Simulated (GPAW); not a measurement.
# Screening of a field by Ti2NS2 MXene monolayer, part 2 of 2

Aim: the dipole that a field along the normal induces in Ti2NS2 MXene monolayer.

GPAW 26.7.0; GPAW, PAW setups; layer in a repeated cell with vacuum, relaxation of atoms and in-plane cell (the session's first sound run).

So far. Step 5 (Field on): The dipole is now -0.0353 e Å, against 8.5e-4 in the run without a field.

## Step 8: Field on (continued)

The electrostatic potential energy of an electron (without an applied field's), less the Fermi level, planar mean oscillates, so the rows of the table below give means over windows of 1.53 Å about each position, cut where the curve ends. Its maxima inside the range that stand out by 2 % of the span (Å: eV): 8.7: -4.61, 10.3: -6.90, 11.2: -6.99, 12.7: -5.00. Its minima: 8.0: -18.3, 9.6: -17.1, 10.7: -13.0, 11.9: -17.3, 13.4: -18.9.

Electrostatic potential energy of an electron (without an applied field's), less the Fermi level, planar mean against z; means over each step:

```csv
z (Å),"electrostatic potential energy of an electron (without an applied field's), less the Fermi level, planar mean (eV)"
0.77,6.07
2.29,6.11
3.82,6.11
5.35,6.08
6.88,2.78
8.41,-10.5
9.95,-11.9
11.47,-12.1
13.00,-11.0
14.53,1.65
16.06,5.34
17.59,5.37
19.12,5.37
20.65,5.40
```

The dipole is now 0.0353 e Å, against 8.5e-4 in the run without a field.

## Step 9: In a field

Contents of run.py:

```python
import json
import numpy as np
from ase import Atoms
from gpaw import GPAW, PW
from gpaw.external import ConstantElectricField

slab = Atoms(
    ['S', 'Ti', 'N', 'Ti', 'S'],
    positions=[
        [-0.00000, 1.82497, 8.00000],
        [1.58047, 0.91248, 9.55188],
        [0.00000, 0.00000, 10.73193],
        [-0.00000, 1.82497, 11.91198],
        [1.58047, 0.91248, 13.46385]],
    cell=[[3.16094, -0.0, 0.0], [-1.58047, 2.73746, 0.0], [0.0, 0.0, 21.4638]],
    pbc=[True, True, False])

slab.calc = GPAW(mode=PW(500), xc='PBE', kpts={'size': (12, 12, 1), 'gamma': True},
                 occupations={'name': 'fermi-dirac', 'width': 0.05}, nbands='160%',
                 convergence={'density': 1e-05}, maxiter=200,
                 poissonsolver={'dipolelayer': 'xy'},
                 external=ConstantElectricField(0.2, [0, 0, 1]),
                 symmetry={'tolerance': 1e-3}, txt='slab.txt')
result = {}
energy = slab.get_potential_energy()
fermi = slab.calc.get_fermi_level()
v = slab.calc.get_electrostatic_potential().mean((0, 1)) - fermi
n = slab.calc.get_pseudo_density().mean((0, 1))
L = slab.cell[2, 2]
z = np.arange(len(v)) * L / len(v)
low, high = slab.positions[:, 2].min(), slab.positions[:, 2].max()
below, above = np.interp([low - 5.8, high + 5.8], z, v)
slopes = [np.interp(x, z, np.gradient(v, z)) for x in (low - 5.8, high + 5.8)]
eps = np.array([[slab.calc.get_eigenvalues(k, s) for k in range(len(slab.calc.get_ibz_k_points()))]
                for s in range(slab.calc.get_number_of_spins())]) - fermi
top, bottom = eps[eps < 0].max(), eps[eps > 0].min()
dipole = slab.get_dipole_moment()[2]
print(f'energy {energy:.4f} eV, Fermi level {fermi:.4f} eV, dipole {dipole:.5f} e A')
print(f'potential 5.8 A off the faces, from the Fermi level: lower {below:.4f} eV, upper {above:.4f} eV')
print(f'slope of the potential there: lower {slopes[0]:.5f}, upper {slopes[1]:.5f} eV/A')
print(f'nearest levels on the mesh: {top:.4f} and {bottom:.4f} eV')
print('magnetic moment', round(slab.get_magnetic_moment(), 3))
result.update(energy=energy, fermi=fermi, dipole=dipole, below=below, above=above, slopes=slopes, edges=[top, bottom],
              z=z.tolist(), v=v.tolist(), n=n.tolist(), positions=slab.positions.tolist(),
              forces=slab.get_forces(apply_constraint=False).tolist(), moments=slab.get_magnetic_moments().tolist())
json.dump(result, open('result.json', 'w'))
```

Command:

```sh
$ OMP_NUM_THREADS=1 OPENBLAS_NUM_THREADS=1 python run.py
```

Elapsed: 3.5 min, on 1 thread of Intel Xeon Platinum 8488C (Sapphire Rapids), shared host; peak memory 0.52 GiB.

The dipole is now 0.0707 e Å, against 8.5e-4 in the run without a field.

## Step 10: In a field

Changes to run.py since step 9:

```diff
@@ -21,3 +21,3 @@
                  poissonsolver={'dipolelayer': 'xy'},
-                 external=ConstantElectricField(0.2, [0, 0, 1]),
+                 external=ConstantElectricField(0.3, [0, 0, 1]),
                  symmetry={'tolerance': 1e-3}, txt='slab.txt')
```

Elapsed: 4 min, on 1 thread; peak memory 0.53 GiB.

The electrostatic potential energy of an electron (without an applied field's), less the Fermi level, planar mean oscillates, so the rows of the table below give means over windows of 1 Å about each position, cut where the curve ends. Its maxima inside the range that stand out by 2 % of the span (Å: eV): 0.8: 6.86, 8.7: -4.22, 10.3: -6.80, 11.2: -7.08, 12.7: -5.39. Its minima: 8.0: -17.8, 9.6: -16.9, 10.7: -13.0, 11.9: -17.6, 13.4: -19.4.

Electrostatic potential energy of an electron (without an applied field's), less the Fermi level, planar mean against z; means over each step:

z (Å), electrostatic potential energy of an electron (without an applied field's), less the Fermi level, planar mean (eV) and a bar from the least value:
```
        0        6.4 #############################
        1        6.9 ##############################
        2        6.9 ##############################
        3        6.9 ##############################
        4        6.9 ##############################
        5        6.8 ##############################
        6        6.7 ##############################
        7        3.6 #########################
        8      -12.1 ###
        9       -8.7 ########
       10      -11.1 ####
       11       -9.7 ######
       12      -13.9 
       13      -10.7 #####
       14       -6.0 ###########
       15        4.1 ##########################
       16        4.6 ###########################
       17        4.6 ###########################
       18        4.6 ###########################
       19        4.6 ###########################
       20        4.6 ###########################
       21        4.8 ###########################
```

The dipole is now 0.106 e Å, against 8.5e-4 in the run without a field.

## Step 11: The series

The members are put on one axis.

This step: induced dipole against applied field (GPAW 26.7.0).

The dipole along the normal by field:

```csv
field (V/Å),dipole along the normal (e·Å)
-0.200,-0.0707
-0.100,-0.0353
-0.050,-0.0177
0.000,8.5e-4
0.050,0.0177
0.100,0.0353
0.200,0.0707
0.300,0.106
```

## Step 12: Summary of results

```yaml
work_function_upper_and_lower_face: 5.733 and 5.751 eV
dipole_along_the_normal: 8.5e-4 e Å
induced_dipole_per_field: 0.353 e Å per V/Å
out_of_plane_polarisability_per_area_alpha_eps_0_a: 7.39 Å
```

The field induces 0.353 e Å per V/Å, a polarisable thickness α/(ε0 A) of 7.39 Å beside 5.46 Å between the outermost nuclei. A perfect conductor would give the distance between its two image planes; a dielectric of thickness t gives t(1 - 1/ε). The induced dipole is linear in the field over this range. The starting lattice was a guess from atomic radii; the relaxation moved it by 4 %. The small printed dipole stands for a step of -18 meV from the lower to the upper face, and the probes find -18 meV; values this small are near the numerical noise of both. The cell holds an odd number of electrons, so without spin polarisation it must come out metallic and without a moment, whatever its true state. The layer's cell and atoms come from the relaxation; spin-orbit coupling and temperature are left out.

[Logs are printed without paths, hosts, clocks, repeated set-up lines and the standing remarks that a program may print on its own settings, such as how far it seeks lower states.]

[Hosts, paths, dates, database ids (printed as entryN), source tags and the programs' standing remarks are cut or masked in the printed files.]
